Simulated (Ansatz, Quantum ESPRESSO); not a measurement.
## Na3OF (Pm-3m): Raman and infrared activity

Wanted: vibrational spectra of Na3OF (Pm-3m) from linear and non-linear response.

Main program and level: Quantum ESPRESSO 8.0 development, patched; DFT LDA, scalar-relativistic, plane waves, PseudoDojo norm-conserving pseudopotentials.

Most raw output is cut from this account.

The structure was built from a prototype and need not be the compound's stable phase.

## 1. The structure

Symmetry: Pm-3m, No. 221, cubic system. Conventional cell: a = 4.598 Å, b = 4.598 Å, c = 4.598 Å, α = 90.00°, β = 90.00°, γ = 90.00°. Nearest to F lie 12 Na at 3.25 Å. O has 6 Na at 2.30 Å nearest. Nearest to Na lie 2 O at 2.30 Å. Farther neighbours and most contacts between anions are not listed.

## 2. A probe with smearing

Before anything dear is run, a loose run with smearing shows whether this is a metal and how far the cell is from rest.

probe.in reads:

```
&CONTROL
  calculation = 'scf'
  prefix      = 'x'
  outdir      = './tmp'
  pseudo_dir  = './pseudo'
  tprnfor     = .true.
  tstress     = .true.
  verbosity   = 'high'
/
&SYSTEM
  ibrav       = 0
  nat         = 5
  ntyp        = 3
  ecutwfc     = 88.0
  occupations = 'smearing'
  smearing    = 'gaussian'
  degauss     = 0.01
/
&ELECTRONS
  conv_thr         = 1.0d-07
  mixing_beta      = 0.7
  electron_maxstep = 100
/
ATOMIC_SPECIES
 F      18.9984  F.upf
 O      15.9990  O.upf
 Na     22.9898  Na.upf
CELL_PARAMETERS angstrom
     4.598000000    0.000000000    0.000000000
     0.000000000    4.598000000    0.000000000
     0.000000000    0.000000000    4.598000000
ATOMIC_POSITIONS crystal
 F      0.000000000   0.000000000   0.000000000
 O      0.500000000   0.500000000   0.500000000
 Na     0.500000000   0.500000000   0.000000000
 Na     0.500000000   0.000000000   0.500000000
 Na     0.000000000   0.500000000   0.500000000
K_POINTS automatic
 4 4 4 0 0 0
```

On the command line:

```
OMP_NUM_THREADS=1 mpirun -n 8 pw.x -nk 8 -in probe.in > probe.out
```

Run time: 6.5 s. Hardware: 8 MPI ranks of Intel Xeon Platinum 8488C (Sapphire Rapids), shared host; 51 s of CPU time.

Read from the output:

- volume per atom: 19.44 Å³
- pressure: -5.835 GPa
- gap on the k-mesh: 1.666 eV

A gap of 1.7 eV opens on this mesh, so the crystal is taken as an insulator; the start stands at -5.8 GPa.

## 3. Relaxation

The relaxation runs at a cutoff a fifth above that of the response, since stress converges more slowly with the basis than frequencies do. Forces and stress are brought to rest with tight thresholds.

relax.in reads:

```
&CONTROL
  calculation   = 'vc-relax'
  prefix        = 'x'
  outdir        = './tmp'
  pseudo_dir    = './pseudo'
  tprnfor       = .true.
  tstress       = .true.
  forc_conv_thr = 2.0d-05
  etot_conv_thr = 1.0d-07
  nstep         = 40
/
&SYSTEM
  ibrav       = 0
  nat         = 5
  ntyp        = 3
  ecutwfc     = 106
  occupations = 'fixed'
  nbnd        = 22
/
&ELECTRONS
  conv_thr         = 1.0d-11
  mixing_beta      = 0.7
  electron_maxstep = 100
/
&IONS
/
&CELL
  press_conv_thr = 0.2
/
ATOMIC_SPECIES
 F      18.9984  F.upf
 O      15.9990  O.upf
 Na     22.9898  Na.upf
CELL_PARAMETERS angstrom
     4.598000000    0.000000000    0.000000000
     0.000000000    4.598000000    0.000000000
     0.000000000    0.000000000    4.598000000
ATOMIC_POSITIONS crystal
 F      0.000000000   0.000000000   0.000000000
 O      0.500000000   0.500000000   0.500000000
 Na     0.500000000   0.500000000   0.000000000
 Na     0.500000000   0.000000000   0.500000000
 Na     0.000000000   0.500000000   0.500000000
K_POINTS automatic
 6 6 6 0 0 0
```

On the command line:

```
OMP_NUM_THREADS=1 mpirun -n 8 pw.x -nk 8 -in relax.in > relax.out
```

Run time: 1.7 min. Hardware: 8 MPI ranks; 13 min of CPU time.

Step by step:

```
step  energy less that of the first step (eV)  largest force (eV/Å)  pressure (GPa)  volume (Å³)
   1                                   0.0000                0.0000           -5.84        97.21
   2                                  -0.1006                0.0000           -5.39        94.34
   3                                  -0.2311                0.0000           -4.54        90.15
   4                                  -0.3716                0.0000           -2.78        84.10
   5                                  -0.4243                0.0000            1.04        76.03
   6                                  -0.4299                0.0000           -0.13        78.07
   7                                  -0.4300                0.0000           -0.01        77.83
   8                                  -0.4300                0.0000            0.00        77.82
   9                                  -0.4295                0.0000            0.01        77.82
```

```
conventional cell, symmetrised  before  after   change
                         a (Å)   4.598  4.269   -7.1 %
                         b (Å)   4.598  4.269   -7.1 %
                         c (Å)   4.598  4.269   -7.1 %
              volume (Å³/atom)   19.44  15.56  -19.9 %
```

The last row of the table of steps is pw.x's closing run on a basis chosen anew for the final cell, so its energy can jump.

Read from the output:

* volume per atom: 15.56 Å³
* pressure: 0.008 GPa
* gap on the k-mesh: 1.959 eV

The volume changes by -19.9 % from the cell with which this run began.

## 4. Self-consistent run for the response

Perturbation theory inherits every error of the wavefunctions, so the threshold is set near the limit of the arithmetic. With a gap, occupations are fixed, which also allows the response to an electric field.

scf.in reads:

```
&CONTROL
  calculation = 'scf'
  prefix      = 'x'
  outdir      = './tmp'
  pseudo_dir  = './pseudo'
  tprnfor     = .true.
  tstress     = .true.
/
&SYSTEM
  ibrav       = 0
  nat         = 5
  ntyp        = 3
  ecutwfc     = 88.0
  occupations = 'fixed'
  nbnd        = 22
/
&ELECTRONS
  conv_thr         = 1.0d-12
  mixing_beta      = 0.7
  electron_maxstep = 100
/
ATOMIC_SPECIES
 F      18.9984  F.upf
 O      15.9990  O.upf
 Na     22.9898  Na.upf
CELL_PARAMETERS angstrom
     4.269452970    0.000000000    0.000000000
     0.000000000    4.269452970    0.000000000
     0.000000000    0.000000000    4.269452970
ATOMIC_POSITIONS crystal
 F      0.000000000   0.000000000   0.000000000
 O      0.500000000   0.500000000   0.500000000
 Na     0.500000000   0.500000000   0.000000000
 Na     0.500000000   0.000000000   0.500000000
 Na     0.000000000   0.500000000   0.500000000
K_POINTS automatic
 6 6 6 0 0 0
```

On the command line:

```
OMP_NUM_THREADS=1 mpirun -n 8 pw.x -nk 8 -in scf.in > scf.out
```

Elapsed: 9.1 s, on 8 MPI ranks.

Read from the output:

```yaml
pressure: 0.005 GPa
```

The cell stands at 0.005 GPa, close enough for phonons.

## 5. Zone-centre response

At q = 0 one unit cell holds all displacements; symmetry groups them into irreducible representations that are solved one by one. The response to a field gives ε∞ and the Born charges, which polar modes need. Third-order response adds the Raman tensors.

ph.in reads:

```
phonons
&INPUTPH
  prefix = 'x'
  outdir = './tmp'
  fildyn = 'g.dyn'
  tr2_ph = 1.0d-18
  epsil  = .true.
  lraman = .true.
  elop   = .true.
/
0.000000000000 0.000000000000 0.000000000000
```

On the command line:

```
OMP_NUM_THREADS=1 mpirun -n 8 ph.x -nk 8 -in ph.in > ph.out
```

The job ended after 10 min (8 MPI ranks).

Numbers from this step:

```
miss of the charge sum rule                                       : 9.10e-4 e
largest acoustic frequency at the zone centre before the sum rule : 16.43 cm⁻¹
highest optical zone-centre mode (no LO-TO term)                  : 510.8 cm⁻¹
lowest optical zone-centre mode                                   : -136.9 cm⁻¹
mean high-frequency dielectric constant                           : 2.551
largest Born charge in size (third of the trace)                  : 1.607 e
```

Born charge (rows field, columns displacement), before the sum rule (e), principal values of the symmetric part by kind of site:

```
atom  atoms with these values    low  middle   high   mean
  F1                        1  -1.26   -1.26  -1.26  -1.26
  O2                        1  -1.61   -1.61  -1.61  -1.61
 Na3                        3   0.90    0.98   0.98   0.96
```

In full for Na3:

```
0.98 0.00 0.00
0.00 0.98 0.00
0.00 0.00 0.90
```

High-frequency dielectric tensor:

```
2.55 0.00 0.00
0.00 2.55 0.00
0.00 0.00 2.55
```

The acoustic modes at Γ come out as far as 16.4 cm⁻¹ from zero, where they should vanish, a sizeable error of basis and grid; the Born charges miss their sum rule by 9.1e-4 e, which is good. The lowest optical mode is imaginary, 137i cm⁻¹, an instability at this level and on this k mesh.

## 6. Modes with the sum rule

A rigid shift of the crystal must cost nothing, but grids and finite bases break this; the acoustic sum rule is imposed before the matrix is diagonalised again. With Born charges the intensities follow; a static dielectric tensor has no meaning with imaginary modes.

dynmat.in reads:

```
&INPUT
  fildyn = 'g.dyn'
  asr    = 'simple'
  fileig = 'dynmat.eig'
  lperm  = .true.
/
```

On the command line:

```
dynmat.x -in dynmat.in > dynmat.out
```

Elapsed: 0.62 s, on 1 thread.

Read from the output:

- highest optical zone-centre mode (no LO-TO term): 510.6 cm⁻¹
- lowest optical zone-centre mode: -137.4 cm⁻¹

Unit eigenvectors of the mass-weighted matrix after the sum rule; no LO-TO term. Modes at Γ, with each element's share of the kinetic energy (negative means imaginary):

```
mode  frequency (cm⁻¹)  F %  O %  Na %
   1            -137.4   69    0    31
   2            -137.4   69    0    31
   3            -137.4   69    0    31
   4             -55.6    0    0   100
   5             -55.6    0    0   100
   6             -55.6    0    0   100
   7               0.0   18   15    66
   8               0.0   18   15    66
   9               0.0   18   15    66
  10             235.8   12   28    59
  11             235.8   12   28    59
  12             235.8   12   28    59
  13             510.6    0   56    44
  14             510.6    0   56    44
  15             510.6    0   56    44
```

Displacements in mode 2 (-137.4 cm⁻¹), the largest set to 1:
```
F1   0.00  0.02  1.00
O2   0.00  0.00  0.05
Na3  0.00 -0.01 -0.01
Na4  0.00  0.00 -0.43
Na5  0.00 -0.01 -0.43
```

Displacements in mode 15 (510.6 cm⁻¹), the largest set to 1:
```
F1   0.00  0.00 -0.02
O2  -0.15  0.00  1.00
Na3  0.00  0.00 -0.74
Na4  0.00  0.00  0.03
Na5  0.11  0.00  0.03
```

Degenerate modes summed, no LO-TO term; imaginary modes left out. Lines of the infrared spectrum (strongest = 100):

```
position (cm⁻¹)  lines merged  IR intensity, relative
            236             3                      13
            511             3                     100
```

The rule also moves an optical mode by 3.7 cm⁻¹.

## 7. Sum rules set otherwise: a sum rule for molecules or wires on a crystal

This rule also removes rotations, which suits wires and not a crystal; it is tried to see the harm.

dynmat.in reads:

```
&INPUT
  fildyn = 'g.dyn'
  asr    = 'one-dim'
  fileig = 'dynmat.eig'
  lperm  = .true.
/
```

On the command line:

```
dynmat.x -in dynmat.in > dynmat.out
```

Run time: 0.6 s. Hardware: 1 thread.

The run ended normally, but on settings that are not sound.

The fault: a sum rule for molecules or wires on a crystal; 1 optical mode is projected out to zero frequency, as if it were a rotation.

For a crystal the rule has to be 'simple' or 'crystal'.

Zone-centre frequencies as printed; negative means imaginary. Modes:

```
mode  frequency (cm⁻¹)
   1            -136.8
   2            -136.8
   3            -121.2
   4            -51.92
   5            -51.92
   6                 0
   7                 0
   8                 0
   9                 0
  10             163.9
  11             236.3
  12             236.3
  13             510.8
  14             510.8
  15             511.4
```

## 8. Sum rules set otherwise (asr no)

Without the rule the raw error of the acoustic modes shows.

dynmat.in reads:

```
&INPUT
  fildyn = 'g.dyn'
  asr    = 'no'
  fileig = 'dynmat.eig'
  lperm  = .true.
/
```

On the command line:

```
dynmat.x -in dynmat.in > dynmat.out
```

Wall time 0.57 s (1 thread).

This step gave:

| Property | Result |
| --- | --- |
| highest optical zone-centre mode (no LO-TO term) | 510.8 cm⁻¹ |
| lowest optical zone-centre mode | -136.9 cm⁻¹ |

Zone-centre frequencies as printed; negative means imaginary. Modes:

```
mode  frequency (cm⁻¹)
   1            -136.9
   2            -136.9
   3            -136.9
   4            -51.92
   5            -51.92
   6            -51.92
   7             16.43
   8             16.43
   9             16.43
  10             236.3
  11             236.3
  12             236.3
  13             510.8
  14             510.8
  15             510.8
```

Against the first rule no mode moves by more than 16.5 cm⁻¹.

## 9. The LO-TO splitting (1 0 0)

A longitudinal polar mode sets up a macroscopic field that stiffens it; the term hangs on the direction from which q goes to zero.

dynmat.in reads:

```
&INPUT
  fildyn = 'g.dyn'
  asr    = 'simple'
  fileig = 'dynmat.eig'
  q(1)   = 1.0
  q(2)   = 0.0
  q(3)   = 0.0
/
```

On the command line:

```
dynmat.x -in dynmat.in > dynmat.out
```

The job ended after 0.58 s (1 thread).

Read from the output:

* highest mode moved by the LO-TO term: 556.4 cm⁻¹

Zone-centre frequencies as printed; negative means imaginary. Modes:

```
mode  frequency (cm⁻¹)
   1            -137.4
   2            -137.4
   3            -55.59
   4            -55.59
   5            -55.59
   6                 0
   7                 0
   8                 0
   9             121.3
  10             235.8
  11             235.8
  12               252
  13             510.6
  14             510.6
  15             556.4
```

The field moves 3 modes; the highest of them now lies at 556 cm⁻¹, where the highest that moved away lay at 511.

## 10. Cross-check with Ansatz

A second program on the same cell, potentials, cutoff and meshes tests the implementation of the phonon response, not its convergence. Its field response is summed in its own way. Its k mesh is centred on Γ.

This step: DFT LDA, scalar-relativistic, plane waves, PseudoDojo norm-conserving pseudopotentials (Ansatz 0.2.0).

input.yaml reads:

```yaml
crystal:
  lattice:
    - [4.26945297, 0.0, 0.0]
    - [0.0, 4.26945297, 0.0]
    - [0.0, 0.0, 4.26945297]
  atoms:
    - { symbol: F, position: [0.0, 0.0, 0.0] }
    - { symbol: O, position: [0.5, 0.5, 0.5] }
    - { symbol: Na, position: [0.5, 0.5, 0.0] }
    - { symbol: Na, position: [0.5, 0.0, 0.5] }
    - { symbol: Na, position: [0.0, 0.5, 0.5] }
kpoints:
  mp_grid: { grid: [6, 6, 6] }
hamiltonian:
  xc: lda
  pseudopotentials: { kind: nc, accuracy: standard }
scf:
  occupations: { method: fixed }
output:
  eigenvalues: true
basis:
  ecutwfc: 1197.301
phonons:
  method: dfpt
  dielectric: true
  rigid_motions: translations
  raman: true
```

On the command line:

```
ansatz run input.yaml --threads 8 --pin off --max-ram 16384MiB --backend cpu --events-out ev --progress --plain --runs-dir out
```

The job ended after 1.8 min (8 threads; peak memory 3.7 GiB).

This step gave:

```
sum-rule residual before enforcement             : 5.96e-4 eV/Å²
miss of the charge sum rule                      : 9.81e-4 e
estimated error of the dielectric tensor         : 0.005204
estimated error of the Born charges              : 0.009809 e
highest optical zone-centre mode (no LO-TO term) : 510.6 cm⁻¹
lowest optical zone-centre mode                  : -137.3 cm⁻¹
mean high-frequency dielectric constant          : 2.544
highest mode moved by the LO-TO term             : 556.5 cm⁻¹
```

Transverse modes; imaginary modes left out. Infrared lines, with heights relative to the strongest:

```
position (cm⁻¹)  label  IR intensity ((D/Å)²/amu), degenerate modes summed, relative
            236    T1u                                                            13
            511    T1u                                                           100
```

## 11. The two compared: QE PseudoDojo and Ansatz, PseudoDojo

Numbers from this step:

```
root-mean-square difference : 0.06 cm⁻¹
largest difference          : 0.1 cm⁻¹
```

The 12 of 12 modes that differ most. Frequencies side by side:

```
q (reciprocal lattice)  mode  QE PseudoDojo (cm⁻¹)  Ansatz, PseudoDojo (cm⁻¹)
                 0 0 0     1                -137.4                     -137.3
                 0 0 0     2                -137.4                     -137.3
                 0 0 0     3                -137.4                     -137.3
                 0 0 0     4                -55.59                     -55.49
                 0 0 0     5                -55.59                     -55.49
                 0 0 0     6                -55.59                     -55.49
                 0 0 0    10                 235.8                      235.8
                 0 0 0    11                 235.8                      235.8
                 0 0 0    12                 235.8                      235.8
                 0 0 0    13                 510.6                      510.6
                 0 0 0    14                 510.6                      510.6
                 0 0 0    15                 510.6                      510.6
```

The two runs side by side. Further quantities:

```
                                                                               quantity  QE PseudoDojo  Ansatz, PseudoDojo
                                                                                mean ε∞          2.551               2.544
largest Born charge in size (e; the first before, the second after the charge sum rule)          1.607               1.607
                                                       summed IR intensity ((D/Å)²/amu)          25.23               25.22
```

At the zone centre the largest difference (acoustic modes at Γ apart) is 0.02 % of the highest mode.

## 12. Results

```json
{
  "space group after relaxation": "Pm-3m",
  "volume per atom": "15.6 Å³",
  "gap on the k-mesh": "1.96 eV",
  "highest optical zone-centre mode (no LO-TO term)": "510.6 cm⁻¹",
  "lowest optical zone-centre mode": "-137.4 cm⁻¹",
  "highest mode moved by the LO-TO term": "556.4 cm⁻¹",
  "mean high-frequency dielectric constant": "2.55",
  "largest Born charge in size (third of the trace)": "1.61 e",
  "imaginary optical modes at the zone centre (no q mesh in this session)": "yes",
  "largest difference from Ansatz, PseudoDojo": "0.1 cm⁻¹"
}
```

**Reading.** No mode is Raman active in this structure; the strongest infrared line lies at 511 cm⁻¹. At the LDA level the optical modes of Na3OF (Pm-3m) at the zone centre (no LO-TO term) run from 137i to 511 cm⁻¹, so the structure is a saddle point, with 6 modes beyond 10i cm⁻¹ there. Along the directions run, the highest mode that the macroscopic field moves lies at 556 cm⁻¹. Of the 12 optical modes, 9 are infrared active alone and 3 are silent. QE PseudoDojo and Ansatz, PseudoDojo agree to 0.10 cm⁻¹ (0.02 % of the highest mode compared) on all solved modes but the acoustic ones at Γ, without the LO-TO term. These are harmonic frequencies at zero temperature: anharmonic shifts and linewidths and thermal expansion are left out. The build is a development version in which the Raman tensors of release 7.5 are mended; dynmat.x leaves out the electro-optic term of LO lines. The structure is a hypothetical one, built on a prototype.

[Host names and launcher messages were left out of these logs when they were recorded.]

[Logs are printed without paths, hosts, clocks, repeated set-up lines and the standing remarks that a program may print on its own settings, such as how far it seeks lower states.]

[Hosts, paths, dates, database ids (printed as entryN), source tags and the programs' standing remarks are cut or masked in the printed files.]
